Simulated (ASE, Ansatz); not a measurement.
## Localised basis functions on twisted h-AlN/h-SiC alternating trilayer, 46.83° (114 atoms)

Wanted: errors and times of a linear-scaling basis for twisted h-AlN/h-SiC alternating trilayer, 46.83° (114 atoms). A setting counts as converged where the r.m.s. difference of forces stays under 1 % of the r.m.s. force.

Main program and level: Ansatz 0.2.0; Kohn-Sham DFT, PBE+D3(BJ), PAW (set soft_2), plane waves.

**1. Starting point**

The cell holds 114 atoms: 38 Al, 38 N, 19 Si and 19 C. Its edges and angles: a = 13.578 Å, b = 13.578 Å, c = 20.350 Å, α = 90.0°, β = 90.0°, γ = 120.0°. It derives from AlN and SiC. h-AlN (a = 3.13 Å) under h-SiC (a = 3.1 Å), alternating trilayer, commensurate cell of 19 unit cells a layer, twist 46.83 deg, both strained to the mean lattice constant; facing planes 3.16, 3.19 Å apart; 14 Å of vacuum; layers as built, displaced by a Gaussian of 0.01 Å. Regions: layer 1, 38 atoms (19 Al and 19 N); layer 2, 38 atoms (19 Si and 19 C); layer 3, 38 atoms (19 Al and 19 N). Vacuum lies along c.

Limits known from the start: Beside vacuum, support functions can miss their usual error bounds without a warning. Only the Γ point is sampled, in a cell whose shortest periodic width is 12 Å.

**2. Plane-wave single point**

The first run fixes the reference, at a cutoff of 420 eV.

input.yaml

```yaml
crystal:
  lattice:
    - [13.578, 0.0, 0.0]
    - [-6.789, 11.75889, 0.0]
    - [0.0, 0.0, 20.35]
  atoms:
    - { symbol: Al, position: [0.17526, 0.77311, 0.34372] }
    - { symbol: "N", position: [0.19408, 0.65144, 0.34386] }
    - { symbol: Al, position: [0.28036, 0.03471, 0.34397] }
    - { symbol: "N", position: [0.29824, 0.91356, 0.3434] }
    - { symbol: Al, position: [0.12217, 0.13874, 0.34316] }
    - { symbol: "N", position: [0.14173, 0.01754, 0.34347] }
    - { symbol: Al, position: [0.2291, 0.40451, 0.3441] }
    - { symbol: "N", position: [0.24615, 0.28161, 0.34398] }
    - { symbol: Al, position: [0.3331, 0.66555, 0.34387] }
    - { symbol: "N", position: [0.35049, 0.54282, 0.3434] }
    - { symbol: Al, position: [0.43691, 0.92925, 0.34462] }
    - { symbol: "N", position: [0.45583, 0.80749, 0.3438] }
    - { symbol: Al, position: [0.3861, 0.29893, 0.34548] }
    - { symbol: "N", position: [0.40352, 0.17436, 0.3446] }
    - { symbol: Al, position: [0.49251, 0.56158, 0.34371] }
    - { symbol: "N", position: [0.50968, 0.43962, 0.34386] }
    - { symbol: Al, position: [0.59698, 0.82376, 0.34406] }
    - { symbol: "N", position: [0.61332, 0.70302, 0.34368] }
    - { symbol: Al, position: [0.70172, 0.08692, 0.34418] }
    - { symbol: "N", position: [0.72038, 0.96662, 0.34408] }
    - { symbol: Al, position: [0.54342, 0.19271, 0.34439] }
    - { symbol: "N", position: [0.56287, 0.07047, 0.34413] }
    - { symbol: Al, position: [0.64916, 0.45569, 0.3434] }
    - { symbol: "N", position: [0.6674, 0.33358, 0.34447] }
    - { symbol: Al, position: [0.75218, 0.71799, 0.34368] }
    - { symbol: "N", position: [0.77052, 0.59607, 0.34355] }
    - { symbol: Al, position: [0.85887, 0.9818, 0.34368] }
    - { symbol: "N", position: [0.87542, 0.85913, 0.34432] }
    - { symbol: Al, position: [0.80769, 0.35205, 0.34382] }
    - { symbol: "N", position: [0.82405, 0.22596, 0.34403] }
    - { symbol: Al, position: [0.91238, 0.61259, 0.34461] }
    - { symbol: "N", position: [0.92821, 0.49043, 0.34374] }
    - { symbol: Al, position: [0.0167, 0.87632, 0.34405] }
    - { symbol: "N", position: [0.03498, 0.75449, 0.34434] }
    - { symbol: Al, position: [0.96605, 0.24487, 0.34355] }
    - { symbol: "N", position: [0.98114, 0.12213, 0.34321] }
    - { symbol: Al, position: [0.06993, 0.50811, 0.34367] }
    - { symbol: "N", position: [0.08746, 0.38618, 0.34359] }
    - { symbol: Si, position: [0.75373, 0.0343, 0.49961] }
    - { symbol: C, position: [0.77281, 0.17496, 0.49939] }
    - { symbol: Si, position: [0.80613, 0.45446, 0.49981] }
    - { symbol: C, position: [0.82545, 0.59699, 0.49838] }
    - { symbol: Si, position: [0.649, 0.19327, 0.49918] }
    - { symbol: C, position: [0.66589, 0.33386, 0.49946] }
    - { symbol: Si, position: [0.48947, 0.92861, 0.49936] }
    - { symbol: C, position: [0.50899, 0.07042, 0.49903] }
    - { symbol: Si, position: [0.70264, 0.61477, 0.4987] }
    - { symbol: C, position: [0.7181, 0.75302, 0.49956] }
    - { symbol: Si, position: [0.54346, 0.35022, 0.49995] }
    - { symbol: C, position: [0.55986, 0.49194, 0.4997] }
    - { symbol: Si, position: [0.38547, 0.08664, 0.49965] }
    - { symbol: C, position: [0.40413, 0.22843, 0.49886] }
    - { symbol: Si, position: [0.59706, 0.77218, 0.49889] }
    - { symbol: C, position: [0.61411, 0.91265, 0.49903] }
    - { symbol: Si, position: [0.43889, 0.50997, 0.5006] }
    - { symbol: C, position: [0.45543, 0.6484, 0.49938] }
    - { symbol: Si, position: [0.28039, 0.24401, 0.49866] }
    - { symbol: C, position: [0.29835, 0.38636, 0.49891] }
    - { symbol: Si, position: [0.12232, 0.98315, 0.50072] }
    - { symbol: C, position: [0.14032, 0.12225, 0.49992] }
    - { symbol: Si, position: [0.33394, 0.66721, 0.49934] }
    - { symbol: C, position: [0.35099, 0.80649, 0.49935] }
    - { symbol: Si, position: [0.17533, 0.40301, 0.49912] }
    - { symbol: C, position: [0.19335, 0.54435, 0.49905] }
    - { symbol: Si, position: [0.01787, 0.14157, 0.49831] }
    - { symbol: C, position: [0.03594, 0.28137, 0.49931] }
    - { symbol: Si, position: [0.85993, 0.87675, 0.49929] }
    - { symbol: C, position: [0.87662, 0.01722, 0.49986] }
    - { symbol: Si, position: [0.22905, 0.82385, 0.49874] }
    - { symbol: C, position: [0.24578, 0.96409, 0.49947] }
    - { symbol: Si, position: [0.06988, 0.56132, 0.49897] }
    - { symbol: C, position: [0.08819, 0.7022, 0.49879] }
    - { symbol: Si, position: [0.91236, 0.29831, 0.49904] }
    - { symbol: C, position: [0.92974, 0.43816, 0.49844] }
    - { symbol: Si, position: [0.9666, 0.7201, 0.4983] }
    - { symbol: C, position: [0.98226, 0.85942, 0.49926] }
    - { symbol: Al, position: [0.17573, 0.77234, 0.65586] }
    - { symbol: "N", position: [0.19363, 0.64883, 0.65537] }
    [... 30 atom lines left out ...]
    - { symbol: Al, position: [0.01726, 0.87737, 0.65577] }
    - { symbol: "N", position: [0.0355, 0.75468, 0.65616] }
    - { symbol: Al, position: [0.9655, 0.24643, 0.65664] }
    - { symbol: "N", position: [0.98211, 0.12297, 0.65641] }
    - { symbol: Al, position: [0.0693, 0.50862, 0.65596] }
    - { symbol: "N", position: [0.08802, 0.38612, 0.65585] }
kpoints:
  mp_grid: { grid: [1, 1, 1] }
hamiltonian:
  xc: pbe
  dispersion: d3bj
scf:
  occupations: { method: fixed }
output:
  forces: true
  populations: true
  dos:
    method: { smearing: { sigma: 0.08 } }
    de: 0.1
    projected:
      site_lists:
        Al: [Al]
        C: [C]
        "N": ["N"]
        Si: [Si]
        layer_1: [0, 1, 2, 3, 4, 5, 6, 7, 8, 9, 10, 11, 12, 13, 14, 15, 16, 17, 18, 19, 20, 21, 22, 23, 24, 25, 26, 27, 28, 29, 30, 31, 32, 33, 34, 35, 36, 37]
        layer_2: [38, 39, 40, 41, 42, 43, 44, 45, 46, 47, 48, 49, 50, 51, 52, 53, 54, 55, 56, 57, 58, 59, 60, 61, 62, 63, 64, 65, 66, 67, 68, 69, 70, 71, 72, 73, 74, 75]
        layer_3: [76, 77, 78, 79, 80, 81, 82, 83, 84, 85, 86, 87, 88, 89, 90, 91, 92, 93, 94, 95, 96, 97, 98, 99, 100, 101, 102, 103, 104, 105, 106, 107, 108, 109, 110, 111, 112, 113]
  eigenvalues: true
  write_density: true
  write_potential: true
  volumetric_format: npy
```

Started as:

```bash
ansatz run input.yaml --threads 8 --pin off --max-ram 15872MiB --backend cpu --events-out ev --progress --plain --runs-dir out
```

Numbers of over 12 decimals in the logs are rounded to 6 here.

Log:

```text
Engine: ansatz 0.2.0, aarch64-unknown-linux-gnu
Pseudopotentials: kind: paw
Pseudopotential: Al, paw, valence charge 3, recommended cutoff 420 eV (normal), Al.paw.azcp
Pseudopotential: N, paw, valence charge 5, recommended cutoff 420 eV (normal), N.paw.azcp
Pseudopotential: Si, paw, valence charge 4, recommended cutoff 420 eV (normal), Si.paw.azcp
Pseudopotential: C, paw, valence charge 4, recommended cutoff 420 eV (normal), C.paw.azcp
Functional definition: PBE
  parameter kappa = 0.804
  parameter beta = 0.066725
  exchange = pbe_x(kappa = kappa, mu = beta*pi^2/3)
  correlation = pbe_c(beta = beta)
Crystal: 114 atoms, lattice volume = 3249.126 Å³
Basis set: ecut = 420 eV, 63501 PW (Γ), exchange–correlation on 192×192×288 points (8 copies of the dense FFT grid, shifted against one another)
Bands: 342, of which v1, the nominal top of the filled ones, is band 228 counted from 1 (227 counted from 0)
Symmetry: 1 space group operations
Space group: P1 (ITA 1), of the structure as read, at distance tolerance 1.5e-4 Å
k-points: 1
Non-local potential: Al, projectors of the file, l = 0: 2, l = 1: 2, l = 2: 1
Non-local potential: N, projectors of the file, l = 0: 2, l = 1: 2, l = 2: 1
Non-local potential: Si, projectors of the file, l = 0: 2, l = 1: 2, l = 2: 2
Non-local potential: C, projectors of the file, l = 0: 2, l = 1: 2, l = 2: 1
PAW form: soft (Blöchl's): semilocal exchange-correlation on the pseudo side does not see the compensation charge
PAW one-centre angular grid: Al, 110 points (default); XC on 64 Gauss nodes
PAW one-centre angular grid: N, 110 points (default); XC on 64 Gauss nodes
PAW one-centre angular grid: Si, 110 points (default); XC on 64 Gauss nodes
PAW one-centre angular grid: C, 110 points (default); XC on 64 Gauss nodes
Initial density: superposition of atomic densities (neutral atoms: chi_scale 0, normalization atom), corrected by the library's trained network
Initial wavefunctions: pseudopotential atomic-orbital guess
Functional: x = pbe(κ = 0.804, μ = 0.219515), c = pbe(β = 0.066725)
SCF iter   1: F=—  HF=-51937.929590 eV  |F-HF|=—  |Δ(HF+E_count)|=         —  Δρ=2.39e-3  dr2=5.76e-1  ethr=1.77e-3  ⟨swp⟩=6.0  Hψ=1481  notcnv=0  defer=111
preconditioner: auto → Resta (q_TF=auto, 1.967 Å⁻¹)  ε∞=2.7  [insulator: Δε(μ)=2.137 eV  Ē_g=10.738 eV  n_scr=438 (ndim 8)  ℏωp=13.9 eV  f_vac=0.486  ε∞_Penn≈2.7  vacuum switching on, ρ_ref=8.4e-3 e/Å³]
SCF iter   2: F=—  HF=-51937.846378 eV  |F-HF|=—  |Δ(HF+E_count)|=   8.32e-2  Δρ=1.28e-3  dr2=6.24e-2  ethr=1.26e-4  ⟨swp⟩=2.0  Hψ=422  notcnv=0  defer=112
SCF iter   3: F=—  HF=-51937.855717 eV  |F-HF|=—  |Δ(HF+E_count)|=   9.34e-3  Δρ=5.87e-4  dr2=1.34e-2  ethr=1.37e-5  ⟨swp⟩=3.0  Hψ=421  notcnv=0  defer=112
SCF iter   4: F=—  HF=-51937.858671 eV  |F-HF|=—  |Δ(HF+E_count)|=   2.95e-3  Δρ=2.06e-4  dr2=1.76e-3  ethr=2.94e-6  ⟨swp⟩=3.0  Hψ=377  notcnv=0  defer=112
SCF iter   5: F=—  HF=-51937.858958 eV  |F-HF|=—  |Δ(HF+E_count)|=   2.87e-4  Δρ=6.98e-5  dr2=1.70e-4  ethr=3.87e-7  ⟨swp⟩=2.0  Hψ=465  notcnv=0  defer=112
SCF iter   6: F=—  HF=-51937.858990 eV  |F-HF|=—  |Δ(HF+E_count)|=   3.20e-5  Δρ=3.12e-5  dr2=3.07e-5  ethr=3.72e-8  ⟨swp⟩=2.0  Hψ=453  notcnv=0  defer=108
SCF iter   7: F=—  HF=-51937.859722 eV  |F-HF|=—  |Δ(HF+E_count)|=   7.32e-4  Δρ=1.05e-5  dr2=4.43e-6  ethr=6.74e-9  ⟨swp⟩=2.0  Hψ=501  notcnv=0  defer=107
SCF iter   8: F=—  HF=-51937.859723 eV  |F-HF|=—  |Δ(HF+E_count)|=   1.57e-6  Δρ=3.28e-6  dr2=5.12e-7  ethr=9.72e-10  ⟨swp⟩=2.0  Hψ=463  notcnv=0  defer=107
SCF iter   9: F=-51937.859723 eV  HF=-51937.859723 eV  |F-HF|=1.82e-8  |Δ(HF+E_count)|=   1.54e-7  Δρ=1.26e-6  dr2=6.28e-8  ethr=2.19e-11  ⟨swp⟩=33.0  Hψ=4278  notcnv=0
SCF 1 converged in 9 iterations: F = -51937.859723 eV  dr2 = 6.28e-8
  greatest PAW one-centre occupation: 0.794 electrons in one spin orbital (limit 2), on the N atom at site 17 (counted from 0), in its partial waves of l = 0
WARN: The output density's exchange-correlation potential varies sharply where the density is thin. Do not read a vacuum level from v_tot or v_xc, or from such a field of the output density. On a cell that repeats whose density bears no net charge and no dipole along the vacuum's axis use v_es (v_loc + v_h of the components); [...]
SCF converged after 9 iterations
Free energy (F): -51937.859723 eV
Harris-Foulkes:  -51937.859723 eV  (|F-HF|=1.82e-8)
Internal energy: -51937.859723 eV  (E = F + TS)
E sigma→0 (E₀):  -51937.859723 eV
Fermi energy:    -0.020753 eV
--- Per-component energies (eV) ---
  E_band       = -2521.538101
  E_kinetic    = 8448.073365
  E_local      = -135346.158642  (includes V_loc(G=0)·N_el)
  E_nonlocal   = 3130.127546
  E_hartree    = 64179.694515
  E_xc         = -5783.465203
  E_vxc        = -6053.301990  (∫ρ·V_xc dr)
  E_paw        = -34247.414379  (= ΣΔE_a)
  E_vpaw       = -1059.690148  (= ΣTr[D̂ρ^β])
  E_aug_tail   = 0.003872  (compensation charges beyond the density's cutoff)
  E_ewald      = 47701.910374
  E_disp       = -20.631171  (pairwise vdW)
  E_smearing   = -0.000000  (= −TS)
  E_closure    = 0.000000  (closes the sum)
  Σ components = -51937.859723   (vs F -51937.859723, Δ=0.00e0)
--- Forces (eV/Å), atoms counted from 1 ---
  atom   1  Al     0.19975959    -0.08499185     0.07388950
  atom   2  N     -0.22656923    -0.65326590    -0.23837867
  atom   3  Al     0.19620047     0.24328038     0.15942632
  atom   4  N      0.04370491    -0.50134975    -0.16371594
  atom   5  Al    -0.00909375     0.52321282     0.33053163
  atom   6  N     -0.63867221    -0.49982564    -0.13379232
  atom   7  Al    -0.26210695    -0.33714634     0.06671758
  atom   8  N     -0.11276075    -0.69623536    -0.13389450
  atom   9  Al     0.01618038     0.35216065    -0.06724128
  atom  10  N      0.38426096     0.40319062    -0.23067327
  atom  11  Al     0.46510167     0.38025873    -0.12216648
  atom  12  N      0.32706046    -0.25897373    -0.17431783
  atom  13  Al     0.37081061    -0.18185824    -0.04219668
  atom  14  N     -0.26184767     0.19963722    -0.24191143
[...]
atom 113  Al     0.81488261     0.16637261    -0.01198610
  atom 114  N     -0.09725147     0.21646663     0.18342554
  max |Σ_I F_I| component: 5.63e-6 eV/Å
--- Band table (eV) ---
  k-point 0: bands = ["-14.4442", "-14.3099", "-13.8968", "-13.8836", [... 326 levels ...], "6.6598", "6.6817", "6.6897", "6.6969", "6.7066", "6.7238", "6.7623", "6.8163", "6.8270", "6.8280", "6.8534", "6.8617"]
--- Löwdin populations: 114 sites ---
  site symbol       q [e]
     0     Al      1.8574
     1      N      6.0720
     2     Al      1.8440
[...]
113      N      6.0844
  spilling = 0.010254 (of n_electrons = 456.000000)
```

Elapsed: 21 s, on 8 threads of Arm Neoverse V2, shared host; peak memory 3.6 GiB.

The program notes that the exchange-correlation potential is rough where the density is thin.

The run gave:

```
free energy                                      : -51937.8597 eV
free energy per atom                             : -455.5953 eV/atom
SCF cycles                                       : 9
r.m.s. force component                           : 0.3421 eV/Å
longest force                                    : 1.334 eV/Å
Fermi energy                                     : -0.02075 eV
gap (highest filled to lowest empty level) : 1.972 eV
potential in mid-vacuum, over the Fermi level    : 4.848 eV
potential 4.5 Å over the upper face              : 4.84 eV
potential 4.5 Å under the lower face             : 4.854 eV
spilling of the projection                       : 0.01025
```

Length of the force by element:

| element | coordination | atoms | mean length of the force (eV/Å) | spread | least | most |
| --- | --- | --- | --- | --- | --- | --- |
| Al | all | 38 | 0.516 | 0.245 | 0.0847 | 1.33 |
| C | all | 19 | 0.590 | 0.281 | 0.143 | 1.23 |
| N | all | 38 | 0.557 | 0.212 | 0.258 | 1.17 |
| Si | all | 19 | 0.527 | 0.197 | 0.188 | 0.861 |

Löwdin charges by element (they lack the spilled electrons, 0.041 e an atom on average):

| element | coordination | atoms | mean charge (e) | spread | least | most |
| --- | --- | --- | --- | --- | --- | --- |
| Al | all | 38 | 1.14 | 0.0068 | 1.13 | 1.16 |
| C | all | 19 | -0.955 | 0.0218 | -0.999 | -0.927 |
| N | all | 38 | -1.08 | 0.0059 | -1.09 | -1.07 |
| Si | all | 19 | 1.08 | 0.0172 | 1.05 | 1.11 |

By region:

| region | atoms | mean length of the force (eV/Å) |
| --- | --- | --- |
| layer 1 | 38 | 0.582 |
| layer 2 | 38 | 0.558 |
| layer 3 | 38 | 0.491 |

Density of states as counts of states in windows of 1 eV (from the Fermi level), total and the larger projections:

| from (eV) | to (eV) | total | N p | layer 2 | layer 3 | layer 1 | Al p | C p |
| --- | --- | --- | --- | --- | --- | --- | --- | --- |
| -10 | -8 | 0.0 | 0.0 | 0.0 | 0.0 | 0.0 | 0.0 | 0.0 |
| -8 | -7 | 24.0 | 0.1 | 23.5 | 0.2 | 0.2 | 0.1 | 11.8 |
| -7 | -6 | 0.0 | 0.0 | 0.0 | 0.0 | 0.0 | 0.0 | 0.0 |
| -6 | -5 | 26.4 | 13.1 | 7.1 | 9.6 | 9.5 | 1.8 | 3.9 |
| -5 | -4 | 59.5 | 21.7 | 25.8 | 16.5 | 16.8 | 5.2 | 14.3 |
| -4 | -3 | 60.0 | 35.0 | 13.0 | 23.3 | 23.2 | 5.9 | 8.7 |
| -3 | -2 | 56.8 | 28.1 | 19.1 | 18.9 | 18.2 | 8.6 | 13.0 |
| -2 | -1 | 79.4 | 54.9 | 14.6 | 31.6 | 32.1 | 8.1 | 10.7 |
| -1 | 0 | 35.2 | 23.7 | 9.0 | 12.5 | 12.6 | 1.4 | 7.7 |
| 0 | 1 | 0.6 | 0.4 | 0.2 | 0.2 | 0.2 | 0.0 | 0.2 |
| 1 | 2 | 1.7 | 0.1 | 1.2 | 0.2 | 0.2 | 0.2 | 0.3 |
| 2 | 3 | 21.8 | 1.0 | 15.5 | 2.3 | 2.4 | 2.0 | 3.7 |
| 3 | 4 | 28.5 | 1.7 | 12.8 | 5.4 | 5.2 | 3.8 | 2.0 |
| 4 | 5 | 36.9 | 4.2 | 6.7 | 11.6 | 11.2 | 15.1 | 2.5 |

The curve was stored every 0.100 eV, coarse against its broadening of 0.08 eV, so these counts are rough.

With fixed occupations the program's Fermi level is the highest filled level; weight inside the gap is the broadening of levels at its edges.

Between -15 and -10 eV lie 114 more states.

The levels nearest the highest filled one (over half full), pooled over k-points and spins:

| level less the highest filled one (eV) | occupation |
| --- | --- |
| -0.255 | 2 |
| -0.225 | 2 |
| -0.188 | 2 |
| -0.169 | 2 |
| -0.136 | 2 |
| 0 | 2 |
| 1.97 | 0 |
| 2.18 | 0 |
| 2.19 | 0 |
| 2.21 | 0 |
| 2.22 | 0 |
| 2.37 | 0 |

Planar average of the electrostatic potential energy along the normal, with the Fermi level as zero, after a running mean with a triangular window 4 Å wide at its base:

| height (Å) | potential energy (eV) |
| --- | --- |
| 0.0 | 4.85 |
| 0.6 | 4.85 |
| 1.1 | 4.85 |
| 1.7 | 4.85 |
| 2.3 | 4.85 |
| 2.8 | 4.85 |
| 3.5 | 4.83 |
| 4.1 | 4.71 |
| 4.7 | 4.16 |
| 5.2 | 2.62 |
| 5.8 | 0.24 |
| 6.4 | -2.18 |
| 6.9 | -3.55 |
| 7.5 | -3.01 |
| 8.1 | -1.96 |
| 8.6 | -2.31 |
| 9.2 | -4.07 |
| 9.8 | -6.44 |
| 10.5 | -6.79 |
| 11.0 | -4.48 |
| 11.6 | -2.44 |
| 12.2 | -1.76 |
| 12.7 | -2.66 |
| 13.3 | -3.59 |
| 13.8 | -2.69 |
| 14.4 | -0.42 |
| 15.0 | 2.04 |
| 15.5 | 3.85 |
| 16.1 | 4.61 |
| 16.7 | 4.79 |
| 17.4 | 4.83 |
| 17.9 | 4.84 |
| 18.5 | 4.84 |
| 19.1 | 4.84 |
| 19.6 | 4.85 |
| 20.2 | 4.85 |

Valence density in the ca plane at fractional y = 0.034, with atoms of Al and N and Si and C within 0.2 Å of it. It is the smooth field of the valence electrons, not physical close to the nuclei.

Ten steps, logarithmic in the rise over the least value, from '0' (0.0 e/Å³) to '9' (3.3 e/Å³), each cell a mean:
```
00000000001244443212345442212344432100000000
00000000012355553223567764222455543100000000
00000000012344443223578875322344432100000000
00000000001233432223578764322334332100000000
00000000001345543223466654222345542100000000
00000000012456654223443344323466653100000000
00000000012456654323444444223466653100000000
00000000011344443222344443222344432100000000
00000000001344443211223322112344432100000000
00000000012457764211233322113467653100000000
00000000012578975322456543223689864210000000
00000000012468875323578764223578864210000000
00000000001345543223578764222355542100000000
00000000001123322113456653211223221000000000
00000000001223322112455543211223321100000000
00000000001233332223456654222333332100000000
00000000001232233223567654322322232100000000
00000000001222222223456653222322222100000000
00000000012356654222345543223456543100000000
00000000012579975322345543224689864210000000
00000000013589985323456654224799974210000000
00000000012467764223456654223577753100000000
00000000001234432112344432112344432100000000
00000000001223322111233322111233321100000000
```
Columns run along c (16.0 Å, from fractional 0.11 to 0.89 of the cell), rows up along a (13.6 Å). Atoms in or near the plane, at fractional coordinates: Al at (0.34, 0.28), N at (0.34, 0.14), Si at (0.50, 0.75), C at (0.50, 0.88), Al at (0.66, 0.28), N at (0.65, 0.14).

Electrostatic potential energy in the ca plane at fractional y = 0.034, with atoms of Al and N and Si and C within 0.2 Å of it. With pseudopotentials it is smooth inside the atoms' cores, unlike the true potential.

Ten even steps from '0' (-25 eV) to '9' (5 eV), each cell a mean:
```
99999998899999888899999988999999999999999999
99999865568999853489998755689999999999999999
99998743347999600059997533368999999999999999
99999754468999731379998644578999999999999999
99999988889998621258999888899999999999999999
99999987789997100016899977899999999999999999
99999864568987300037898754689999999999999999
99998743347898765678987433368999999999999999
99999854468999988899998644578999999999999999
99999986689999988899999866799999999999999999
99999950069999877789999710499999999999999999
99999973379999731279999832699999999999999999
99999988899999730379999988899999999999999999
99999999999999876689999999999999999999999999
99999998999998621268999998999999999999999999
99999865568998510158998755689999999999999999
99998535435899754578986345347999999999999999
99998436535899977789986356347999999999999999
99999854468999877789998644578999999999999999
99999940169998631268999611499999999999999999
99999920049998510048999400289999999999999999
99999975589999754578999854799999999999999999
99999988889999988899999988899999999999999999
99999999999999988899999999999999999999999999
```
Columns run along c (16.0 Å, from fractional 0.21 to 1.00 of the cell; values clipped at the 3rd and 97th percentile), rows up along a (13.6 Å). Atoms in or near the plane, at fractional coordinates: Al at (0.34, 0.28), N at (0.34, 0.14), Si at (0.50, 0.75), C at (0.50, 0.88), Al at (0.66, 0.28), N at (0.65, 0.14).

Mean Löwdin charges: Al +1.14, C -0.95, N -1.08, Si +1.08 e (they miss 1.0 % of the electrons, so they add up to more than the cell's charge). The potential stands 4.84 eV above the highest filled level over the upper face and 4.85 eV under the lower one, a reading of the ionisation potential at this level on the run's k-points.

(Continued in part 2 of 2.)

[Logs are printed without paths, hosts, clocks, repeated set-up lines and the standing remarks that a program may print on its own settings, such as how far it seeks lower states.]

[Hosts, paths, dates, database ids (printed as entryN), source tags and the programs' standing remarks are cut or masked in the printed files.]
